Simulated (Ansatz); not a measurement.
# Work function of Ni(110): what the settings cost and change, part 2 of 3

Aim: the work function of Ni(110) against thickness and vacuum, with the cost.

Ansatz 0.2.0; plane-wave DFT, PBE, Ansatz PAW.

So far, work function, upper face (eV): step 2 (run, setting 1 layer) 4.94; step 3 (slab, 2 atoms) 4.50; step 4 (run, 3 atoms) 4.53.

### 5. Run, 4 atoms

System of this step: Ni(110). The cell holds 4 atoms: 4 Ni. Its edges and angles: a = 3.520 Å, b = 2.489 Å, c = 21.734 Å, α = 90.0°, β = 90.0°, γ = 90.0°. Vacuum lies along c.

The input, input.yaml:

```yaml
crystal:
  lattice:
    - [3.52, 0.0, 0.0]
    - [0.0, 2.4890158698, 0.0]
    - [0.0, 0.0, 21.7335238047]
  atoms:
    - { symbol: Ni, position: [0.5, 0.5, 0.4141068002], spin: 0.7 }
    - { symbol: Ni, position: [0.0, 0.0, 0.4713689334], spin: 0.7 }
    - { symbol: Ni, position: [0.5, 0.5, 0.5286310666], spin: 0.7 }
    - { symbol: Ni, position: [0.0, 0.0, 0.5858931998], spin: 0.7 }
magnetization:
  spin_polarized: true
kpoints:
  mp_grid: { grid: [12, 16, 1] }
hamiltonian:
  xc: pbe
scf:
  occupations: { method: fermi_dirac, width: 0.1 }
  convergence: { dr2_threshold: 1.0e-09 }
efield:
  axis: 3
  dipole_correction: true
  ramp_position: 0.97
  ramp_width: 0.06
output:
  write_potential: true
  write_density: true
  volumetric_format: npy
```

On the command line:

```
ansatz run input.yaml --threads 4 --pin off --max-ram 6144MiB --backend cpu --events-out ev --progress --plain --runs-dir out
```

Log:

```text
[...]
Crystal: 4 atoms, lattice volume = 190.415 Å³
Basis set: ecut = 420 eV, 3715 PW (Γ)
Bands: 45, of which v1, the nominal top of the filled ones, is band 36 counted from 1 (35 counted from 0)
Symmetry: 4 space group operations
k-points: 63 of 192
[...]
k-point 1 ↑: bands = [... 32 lower, -0.3590, -0.2249, -0.0929, 0.0683, 0.1012, 0.1862, 0.8296, 3.3937, ... 5 higher]
  k-point 2 ↑: bands = [... 32 lower, -0.3405, -0.3282, -0.0009, 0.0077, 0.0683, 0.1802, 1.0803, 3.6844, ... 5 higher]
  k-point 62 ↓: bands = [... 32 lower, 1.0124, 1.0124, 1.0907, 1.0907, 2.3816, 2.3816, 5.8453, 5.8453, ... 5 higher]
[key lines of the parts left out:]
SCF converged after 17 iterations
Magnetization: 2.7998 μB (37.3999 up, 34.6001 down)
Free energy (F): -23356.395096 eV
Fermi energy:    0.788335 eV
Dipole field:    D = -0.000006 V/Å  (p = -0.000007 e·Å, saw-weighted, corrected)
Work function:   Φ+ = 4.4342 eV   Φ− = 4.4341 eV
```

It took 2.4 min on 4 threads of Arm Neoverse N1, shared host; peak memory 1.2 GiB.

The work function is 4.434 eV, -0.099 eV from the run “3 layers”, at 1.2 times its CPU time.

### 6. Run, 5 atoms

System of this step: Ni(110). The cell holds 5 atoms: 5 Ni. Cell: a = 3.520 Å, b = 2.489 Å, c = 22.978 Å, α = 90.0°, β = 90.0°, γ = 90.0°. Vacuum lies along c.

input.yaml, the sections that differ from step 5:

```yaml
crystal:
  lattice:
    - [3.52, 0.0, 0.0]
    - [0.0, 2.4890158698, 0.0]
    - [0.0, 0.0, 22.9780317396]
  atoms:
    - { symbol: Ni, position: [0.0, 0.0, 0.3916784563], spin: 0.7 }
    - { symbol: Ni, position: [0.5, 0.5, 0.4458392281], spin: 0.7 }
    - { symbol: Ni, position: [0.0, 0.0, 0.5], spin: 0.7 }
    - { symbol: Ni, position: [0.5, 0.5, 0.5541607719], spin: 0.7 }
    - { symbol: Ni, position: [0.0, 0.0, 0.6083215437], spin: 0.7 }
# magnetization, kpoints, hamiltonian, scf, efield, output: as in step 5
```

Log:

```text
[...]
Crystal: 5 atoms, lattice volume = 201.318 Å³
Basis set: ecut = 420 eV, 3931 PW (Γ)
Bands: 57, of which v1, the nominal top of the filled ones, is band 45 counted from 1 (44 counted from 0)
Symmetry: 4 space group operations
k-points: 63 of 192
[...]
k-point 1 ↑: bands = [... 41 lower, 0.5886, 0.6908, 0.7350, 0.9840, 1.0132, 1.0497, 1.0640, 2.9059, ... 8 higher]
  k-point 2 ↑: bands = [... 41 lower, 0.6477, 0.6492, 0.6698, 0.9125, 0.9591, 1.1032, 1.1986, 3.1698, ... 8 higher]
  k-point 62 ↓: bands = [... 41 lower, 1.9028, 1.9065, 1.9111, 2.0433, 2.7625, 3.0976, 5.4458, 6.0414, ... 8 higher]
[key lines of the parts left out:]
SCF converged after 16 iterations
Magnetization: 3.5411 μB (46.7706 up, 43.2294 down)
Free energy (F): -29196.166402 eV
Fermi energy:    1.660115 eV
Dipole field:    D = 0.000005 V/Å  (p = 0.000005 e·Å, saw-weighted, corrected)
Work function:   Φ+ = 4.5302 eV   Φ− = 4.5303 eV
```

It took 2.9 min on 4 threads; peak memory 1.6 GiB; 9 min of CPU time.

The work function is 4.530 eV, +0.096 eV from the run “4 layers”, at 1.2 times its CPU time.

### 7. Run, 6 atoms

System of this step: Ni(110). The cell holds 6 atoms: 6 Ni. Cell: a = 3.520 Å, b = 2.489 Å, c = 24.223 Å, α = 90.0°, β = 90.0°, γ = 90.0°. Vacuum lies along c.

input.yaml, the sections that differ from step 6:

```yaml
crystal:
  lattice:
    - [3.52, 0.0, 0.0]
    - [0.0, 2.4890158698, 0.0]
    - [0.0, 0.0, 24.2225396744]
  atoms:
    - { symbol: Ni, position: [0.5, 0.5, 0.3715547635], spin: 0.7 }
    - { symbol: Ni, position: [0.0, 0.0, 0.4229328581], spin: 0.7 }
    - { symbol: Ni, position: [0.5, 0.5, 0.4743109527], spin: 0.7 }
    - { symbol: Ni, position: [0.0, 0.0, 0.5256890473], spin: 0.7 }
    - { symbol: Ni, position: [0.5, 0.5, 0.5770671419], spin: 0.7 }
    - { symbol: Ni, position: [0.0, 0.0, 0.6284452365], spin: 0.7 }
# magnetization, kpoints, hamiltonian, scf, efield, output: as in step 6
```

Log:

```text
[...]
Crystal: 6 atoms, lattice volume = 212.222 Å³
Basis set: ecut = 420 eV, 4127 PW (Γ)
Bands: 68, of which v1, the nominal top of the filled ones, is band 54 counted from 1 (53 counted from 0)
Symmetry: 4 space group operations
k-points: 63 of 192
[...]
k-point 1 ↑: bands = [... 50 lower, 1.5947, 1.6768, 1.6910, 1.7071, 1.8999, 1.9602, 1.9713, 2.8108, ... 10 higher]
  k-point 2 ↑: bands = [... 50 lower, 1.5972, 1.6220, 1.6655, 1.7076, 1.8873, 1.8981, 2.0316, 3.0122, ... 10 higher]
  k-point 62 ↓: bands = [... 50 lower, 2.7840, 2.7840, 2.8862, 2.8862, 3.5842, 3.5842, 5.8895, 5.8895, ... 10 higher]
[key lines of the parts left out:]
SCF converged after 19 iterations
Magnetization: 4.0760 μB (56.0380 up, 51.9620 down)
Free energy (F): -35035.916676 eV
Fermi energy:    2.550937 eV
Dipole field:    D = 0.000008 V/Å  (p = 0.000010 e·Å, saw-weighted, corrected)
Work function:   Φ+ = 4.4660 eV   Φ− = 4.4662 eV
```

Elapsed: 4.2 min, on 4 threads; peak memory 1.9 GiB; 13 min of CPU time.

The work function is 4.466 eV, -0.064 eV from the run “5 layers”, at 1.5 times its CPU time.

### 8. Run, 8 atoms

System of this step: Ni(110). The cell holds 8 atoms: 8 Ni. Cell: a = 3.520 Å, b = 2.489 Å, c = 26.712 Å, α = 90.0°, β = 90.0°, γ = 90.0°. Vacuum lies along c.

input.yaml, the sections that differ from step 7:

```yaml
crystal:
  lattice:
    - [3.52, 0.0, 0.0]
    - [0.0, 2.4890158698, 0.0]
    - [0.0, 0.0, 26.7115555442]
  atoms:
    - { symbol: Ni, position: [0.5, 0.5, 0.3369328299], spin: 0.7 }
    - { symbol: Ni, position: [0.0, 0.0, 0.3835234499], spin: 0.7 }
    - { symbol: Ni, position: [0.5, 0.5, 0.4301140699], spin: 0.7 }
    - { symbol: Ni, position: [0.0, 0.0, 0.47670469], spin: 0.7 }
    - { symbol: Ni, position: [0.5, 0.5, 0.52329531], spin: 0.7 }
    - { symbol: Ni, position: [0.0, 0.0, 0.5698859301], spin: 0.7 }
    - { symbol: Ni, position: [0.5, 0.5, 0.6164765501], spin: 0.7 }
    - { symbol: Ni, position: [0.0, 0.0, 0.6630671701], spin: 0.7 }
# magnetization, kpoints, hamiltonian, scf, efield, output: as in step 7
```

Log:

```text
[...]
Crystal: 8 atoms, lattice volume = 234.029 Å³
Basis set: ecut = 420 eV, 4531 PW (Γ)
Bands: 90, of which v1, the nominal top of the filled ones, is band 72 counted from 1 (71 counted from 0)
Symmetry: 4 space group operations
k-points: 63 of 192
[...]
k-point 1 ↑: bands = [... 68 lower, 3.0182, 3.1599, 3.2133, 3.2225, 3.3431, 3.3628, 3.4173, 3.4527, ... 14 higher]
  k-point 2 ↑: bands = [... 68 lower, 3.0746, 3.0778, 3.1416, 3.2061, 3.2493, 3.4141, 3.4561, 3.4935, ... 14 higher]
  k-point 62 ↓: bands = [... 68 lower, 4.2396, 4.2396, 4.3449, 4.3449, 4.7412, 4.7412, 6.4382, 6.4382, ... 14 higher]
[key lines of the parts left out:]
SCF converged after 19 iterations
Magnetization: 5.3817 μB (74.6909 up, 69.3091 down)
Free energy (F): -46715.414656 eV
Fermi energy:    3.987469 eV
Dipole field:    D = 0.000013 V/Å  (p = 0.000017 e·Å, saw-weighted, corrected)
Work function:   Φ+ = 4.4885 eV   Φ− = 4.4889 eV
```

Run time: 6.7 min. Hardware: 4 threads; peak memory 2.7 GiB.

The work function is 4.489 eV, +0.022 eV from the run “6 layers”, at 1.7 times its CPU time.

### 9. Run, 10 atoms

System of this step: Ni(110). The cell holds 10 atoms: 10 Ni. Cell: a = 3.520 Å, b = 2.489 Å, c = 29.201 Å, α = 90.0°, β = 90.0°, γ = 90.0°. Vacuum lies along c.

input.yaml, the sections that differ from step 8:

```yaml
crystal:
  lattice:
    - [3.52, 0.0, 0.0]
    - [0.0, 2.4890158698, 0.0]
    - [0.0, 0.0, 29.200571414]
  atoms:
    - { symbol: Ni, position: [0.5, 0.5, 0.3082131467], spin: 0.7 }
    - { symbol: Ni, position: [0.0, 0.0, 0.3508324474], spin: 0.7 }
    - { symbol: Ni, position: [0.5, 0.5, 0.3934517481], spin: 0.7 }
    - { symbol: Ni, position: [0.0, 0.0, 0.4360710489], spin: 0.7 }
    - { symbol: Ni, position: [0.5, 0.5, 0.4786903496], spin: 0.7 }
    - { symbol: Ni, position: [0.0, 0.0, 0.5213096504], spin: 0.7 }
    - { symbol: Ni, position: [0.5, 0.5, 0.5639289511], spin: 0.7 }
    - { symbol: Ni, position: [0.0, 0.0, 0.6065482519], spin: 0.7 }
    - { symbol: Ni, position: [0.5, 0.5, 0.6491675526], spin: 0.7 }
    - { symbol: Ni, position: [0.0, 0.0, 0.6917868533], spin: 0.7 }
# magnetization, kpoints, hamiltonian, scf, efield, output: as in step 8
```

Log:

```text
[...]
Crystal: 10 atoms, lattice volume = 255.836 Å³
Basis set: ecut = 420 eV, 4971 PW (Γ)
Bands: 113, of which v1, the nominal top of the filled ones, is band 90 counted from 1 (89 counted from 0)
Symmetry: 4 space group operations
k-points: 63 of 192
[...]
k-point 1 ↑: bands = [... 86 lower, 4.2615, 4.3091, 4.4382, 4.4743, 4.4998, 4.5448, 4.6244, 4.6762, ... 19 higher]
  k-point 2 ↑: bands = [... 86 lower, 4.2433, 4.2481, 4.3987, 4.4312, 4.4315, 4.5235, 4.6582, 4.6953, ... 19 higher]
  k-point 62 ↓: bands = [... 86 lower, 5.4483, 5.4483, 5.5514, 5.5514, 5.7635, 5.7635, 7.0994, 7.0994, ... 19 higher]
[key lines of the parts left out:]
SCF converged after 20 iterations
Magnetization: 6.6564 μB (93.3282 up, 86.6718 down)
Free energy (F): -58394.907239 eV
Fermi energy:    5.182004 eV
Dipole field:    D = 0.000008 V/Å  (p = 0.000011 e·Å, saw-weighted, corrected)
Work function:   Φ+ = 4.5077 eV   Φ− = 4.5079 eV
```

The job ended after 10 min (4 threads; peak memory 3.5 GiB).

The work function is 4.508 eV, +0.019 eV from the run “8 layers”, at 1.6 times its CPU time.

### 10. Slab, 13 atoms

System of this step: Ni(110). The cell holds 13 atoms: 13 Ni. Its edges and angles: a = 3.520 Å, b = 2.489 Å, c = 32.934 Å, α = 90.0°, β = 90.0°, γ = 90.0°. Vacuum lies along c.

input.yaml, the sections that differ from step 9:

```yaml
crystal:
  lattice:
    - [3.52, 0.0, 0.0]
    - [0.0, 2.4890158698, 0.0]
    - [0.0, 0.0, 32.9340952187]
  atoms:
    - { symbol: Ni, position: [0.0, 0.0, 0.2732730303], spin: 0.7 }
    - { symbol: Ni, position: [0.5, 0.5, 0.3110608586], spin: 0.7 }
    - { symbol: Ni, position: [0.0, 0.0, 0.3488486869], spin: 0.7 }
    - { symbol: Ni, position: [0.5, 0.5, 0.3866365151], spin: 0.7 }
    - { symbol: Ni, position: [0.0, 0.0, 0.4244243434], spin: 0.7 }
    - { symbol: Ni, position: [0.5, 0.5, 0.4622121717], spin: 0.7 }
    - { symbol: Ni, position: [0.0, 0.0, 0.5], spin: 0.7 }
    - { symbol: Ni, position: [0.5, 0.5, 0.5377878283], spin: 0.7 }
    - { symbol: Ni, position: [0.0, 0.0, 0.5755756566], spin: 0.7 }
    - { symbol: Ni, position: [0.5, 0.5, 0.6133634849], spin: 0.7 }
    - { symbol: Ni, position: [0.0, 0.0, 0.6511513131], spin: 0.7 }
    - { symbol: Ni, position: [0.5, 0.5, 0.6889391414], spin: 0.7 }
    - { symbol: Ni, position: [0.0, 0.0, 0.7267269697], spin: 0.7 }
# magnetization, kpoints, hamiltonian, scf, efield, output: as in step 9
```

Log:

```text
[...]
Crystal: 13 atoms, lattice volume = 288.547 Å³
Basis set: ecut = 420 eV, 5629 PW (Γ)
Bands: 146, of which v1, the nominal top of the filled ones, is band 117 counted from 1 (116 counted from 0)
Symmetry: 4 space group operations
k-points: 63 of 192
[...]
k-point 1 ↑: bands = [... 113 lower, 5.8077, 5.8210, 5.9078, 5.9548, 6.0293, 6.0315, 6.0335, 6.1314, ... 25 higher]
  k-point 2 ↑: bands = [... 113 lower, 5.7788, 5.7850, 5.8603, 5.9168, 5.9172, 5.9975, 6.1001, 6.1725, ... 25 higher]
  k-point 62 ↓: bands = [... 113 lower, 6.9153, 6.9733, 6.9776, 7.0123, 7.0405, 7.1595, 8.0165, 8.1550, ... 25 higher]
[key lines of the parts left out:]
SCF converged after 19 iterations
Magnetization: 8.4756 μB (121.2378 up, 112.7622 down)
Free energy (F): -75914.147335 eV
Fermi energy:    6.656366 eV
Dipole field:    D = -0.000007 V/Å  (p = -0.000012 e·Å, saw-weighted, corrected)
Work function:   Φ+ = 4.4940 eV   Φ− = 4.4938 eV
```

Elapsed: 16 min, on 4 threads; peak memory 5 GiB.

The work function is 4.494 eV, -0.014 eV from the run “10 layers”, at 1.6 times its CPU time.

### 11. Slab, 7 atoms

System of this step: Ni(110). The cell holds 7 atoms: 7 Ni. Its edges and angles: a = 3.520 Å, b = 2.489 Å, c = 17.467 Å, α = 90.0°, β = 90.0°, γ = 90.0°. Vacuum lies along c.

input.yaml, the sections that differ from step 10:

```yaml
crystal:
  lattice:
    - [3.52, 0.0, 0.0]
    - [0.0, 2.4890158698, 0.0]
    - [0.0, 0.0, 17.4670476093]
  atoms:
    - { symbol: Ni, position: [0.0, 0.0, 0.2862532989], spin: 0.7 }
    - { symbol: Ni, position: [0.5, 0.5, 0.3575021993], spin: 0.7 }
    - { symbol: Ni, position: [0.0, 0.0, 0.4287510996], spin: 0.7 }
    - { symbol: Ni, position: [0.5, 0.5, 0.5], spin: 0.7 }
    - { symbol: Ni, position: [0.0, 0.0, 0.5712489004], spin: 0.7 }
    - { symbol: Ni, position: [0.5, 0.5, 0.6424978007], spin: 0.7 }
    - { symbol: Ni, position: [0.0, 0.0, 0.7137467011], spin: 0.7 }
# magnetization, kpoints, hamiltonian, scf, efield, output: as in step 10
```

Log:

```text
[...]
Crystal: 7 atoms, lattice volume = 153.035 Å³
Basis set: ecut = 420 eV, 2985 PW (Γ)
Bands: 79, of which v1, the nominal top of the filled ones, is band 63 counted from 1 (62 counted from 0)
Symmetry: 4 space group operations
k-points: 63 of 192
[...]
k-point 1 ↑: bands = [... 59 lower, 5.8368, 5.9977, 6.0201, 6.0332, 6.1811, 6.2579, 6.2757, 6.5200, ... 12 higher]
  k-point 2 ↑: bands = [... 59 lower, 5.8098, 5.9487, 5.9775, 6.0734, 6.0742, 6.2244, 6.3305, 6.6529, ... 12 higher]
  k-point 62 ↓: bands = [... 59 lower, 7.0722, 7.1252, 7.1333, 7.2255, 7.5889, 7.8506, 9.5268, 9.8497, ... 12 higher]
[key lines of the parts left out:]
SCF converged after 19 iterations
Magnetization: 4.8245 μB (65.4122 up, 60.5878 down)
Free energy (F): -40875.652270 eV
Fermi energy:    6.841715 eV
Dipole field:    D = -0.000016 V/Å  (p = -0.000013 e·Å, saw-weighted, corrected)
Work function:   Φ+ = 4.5313 eV (in doubt: plateau slope 1.4e-2 eV/Å)   Φ− = 4.5318 eV
```

The job ended after 3.2 min (4 threads; peak memory 1.7 GiB).

The work function is 4.531 eV. The program marks this work function as in doubt.

### 12. Slab, 7 atoms (run 2)

The cell differs from the one that the last finished run ended in (c 17.467 → 21.467 Å).

input.yaml, the sections that differ from step 11:

```yaml
crystal:
  lattice:
    - [3.52, 0.0, 0.0]
    - [0.0, 2.4890158698, 0.0]
    - [0.0, 0.0, 21.4670476093]
  atoms:
    - { symbol: Ni, position: [0.0, 0.0, 0.32608117], spin: 0.7 }
    - { symbol: Ni, position: [0.5, 0.5, 0.3840541133], spin: 0.7 }
    - { symbol: Ni, position: [0.0, 0.0, 0.4420270567], spin: 0.7 }
    - { symbol: Ni, position: [0.5, 0.5, 0.5], spin: 0.7 }
    - { symbol: Ni, position: [0.0, 0.0, 0.5579729433], spin: 0.7 }
    - { symbol: Ni, position: [0.5, 0.5, 0.6159458867], spin: 0.7 }
    - { symbol: Ni, position: [0.0, 0.0, 0.67391883], spin: 0.7 }
# magnetization, kpoints, hamiltonian, scf, efield, output: as in step 11
```

Log:

```text
[...]
Crystal: 7 atoms, lattice volume = 188.080 Å³
Basis set: ecut = 420 eV, 3637 PW (Γ)
Bands: 79, of which v1, the nominal top of the filled ones, is band 63 counted from 1 (62 counted from 0)
Symmetry: 4 space group operations
k-points: 63 of 192
[...]
k-point 1 ↑: bands = [... 59 lower, 3.7173, 3.8778, 3.9002, 3.9134, 4.0612, 4.1380, 4.1558, 4.3989, ... 12 higher]
  k-point 2 ↑: bands = [... 59 lower, 3.6899, 3.8288, 3.8576, 3.9535, 3.9544, 4.1045, 4.2106, 4.5320, ... 12 higher]
  k-point 62 ↓: bands = [... 59 lower, 4.9523, 5.0054, 5.0134, 5.1056, 5.4690, 5.7308, 7.4070, 7.7299, ... 12 higher]
[key lines of the parts left out:]
SCF converged after 19 iterations
Magnetization: 4.8250 μB (65.4125 up, 60.5875 down)
Free energy (F): -40875.652275 eV
Fermi energy:    4.721851 eV
Dipole field:    D = 0.000005 V/Å  (p = 0.000005 e·Å, saw-weighted, corrected)
Work function:   Φ+ = 4.5341 eV   Φ− = 4.5343 eV
```

Run time: 4.2 min. Hardware: 4 threads; peak memory 1.9 GiB; 16 min of CPU time.

The work function is 4.534 eV, +0.003 eV from the run “7 layers, 10 Å of vacuum”, at 1.3 times its CPU time.

### 13. Run, 7 atoms

The cell differs from the one that the last finished run ended in (c 21.467 → 33.467 Å).

input.yaml, the sections that differ from step 12:

```yaml
crystal:
  lattice:
    - [3.52, 0.0, 0.0]
    - [0.0, 2.4890158698, 0.0]
    - [0.0, 0.0, 33.4670476093]
  atoms:
    - { symbol: Ni, position: [0.0, 0.0, 0.3884417936], spin: 0.7 }
    - { symbol: Ni, position: [0.5, 0.5, 0.4256278624], spin: 0.7 }
    - { symbol: Ni, position: [0.0, 0.0, 0.4628139312], spin: 0.7 }
    - { symbol: Ni, position: [0.5, 0.5, 0.5], spin: 0.7 }
    - { symbol: Ni, position: [0.0, 0.0, 0.5371860688], spin: 0.7 }
    - { symbol: Ni, position: [0.5, 0.5, 0.5743721376], spin: 0.7 }
    - { symbol: Ni, position: [0.0, 0.0, 0.6115582064], spin: 0.7 }
# magnetization, kpoints, hamiltonian, scf, efield, output: as in step 12
```

Log:

```text
[...]
Crystal: 7 atoms, lattice volume = 293.216 Å³
Basis set: ecut = 420 eV, 5729 PW (Γ)
Bands: 79, of which v1, the nominal top of the filled ones, is band 63 counted from 1 (62 counted from 0)
Symmetry: 4 space group operations
k-points: 63 of 192
[...]
k-point 1 ↑: bands = [... 59 lower, 0.3984, 0.5589, 0.5813, 0.5945, 0.7423, 0.8190, 0.8369, 1.0800, ... 12 higher]
  k-point 2 ↑: bands = [... 59 lower, 0.3710, 0.5099, 0.5387, 0.6346, 0.6355, 0.7856, 0.8917, 1.2131, ... 12 higher]
  k-point 62 ↓: bands = [... 59 lower, 1.6334, 1.6864, 1.6945, 1.7867, 2.1502, 2.4119, 4.0881, 4.4110, ... 12 higher]
[key lines of the parts left out:]
SCF converged after 18 iterations
Magnetization: 4.8250 μB (65.4125 up, 60.5875 down)
Free energy (F): -40875.652305 eV
Fermi energy:    1.402946 eV
Dipole field:    D = -0.000002 V/Å  (p = -0.000003 e·Å, saw-weighted, corrected)
Work function:   Φ+ = 4.5343 eV   Φ− = 4.5343 eV
```

Run time: 5.8 min. Hardware: 4 threads; peak memory 2.9 GiB.

The work function is 4.534 eV, +0.000 eV from the run “7 layers, 14 Å of vacuum”, at 1.4 times its CPU time.

### 14. Side by side

Times are for 4 threads of Arm Neoverse N1, shared host. The series side by side:

```csv
no.,setting,"work function, upper face (eV)",time,memory (GiB)
1,1 layer,4.938,39 s,0.71
2,2 layers,4.503,63 s,0.78
3,3 layers,4.534,2 min,0.97
4,4 layers,4.434,2.4 min,1.2
5,5 layers,4.530,2.9 min,1.6
6,6 layers,4.466,4.2 min,1.9
7,8 layers,4.489,6.7 min,2.7
8,10 layers,4.508,10 min,3.5
9,13 layers,4.494,16 min,5.0
10,"7 layers, 10 Å of vacuum",4.531,3.2 min,1.7
11,"7 layers, 14 Å of vacuum",4.534,4.2 min,1.9
12,"7 layers, 26 Å of vacuum",4.534,5.8 min,2.9
```

(Part 2 of 3 ends here.)

[Long decimals in the printed logs are rounded to 6 places.]

[Logs are printed without paths, hosts, clocks, repeated set-up lines and the standing remarks that a program may print on its own settings, such as how far it seeks lower states.]

[Hosts, paths, dates, database ids (printed as entryN), source tags and the programs' standing remarks are cut or masked in the printed files.]

[Maps of the electrostatic potential energy from Ansatz leave out the sawtooth potential of an applied field or a dipole correction, so their vacuum need not be flat; planar profiles and work functions include it.]
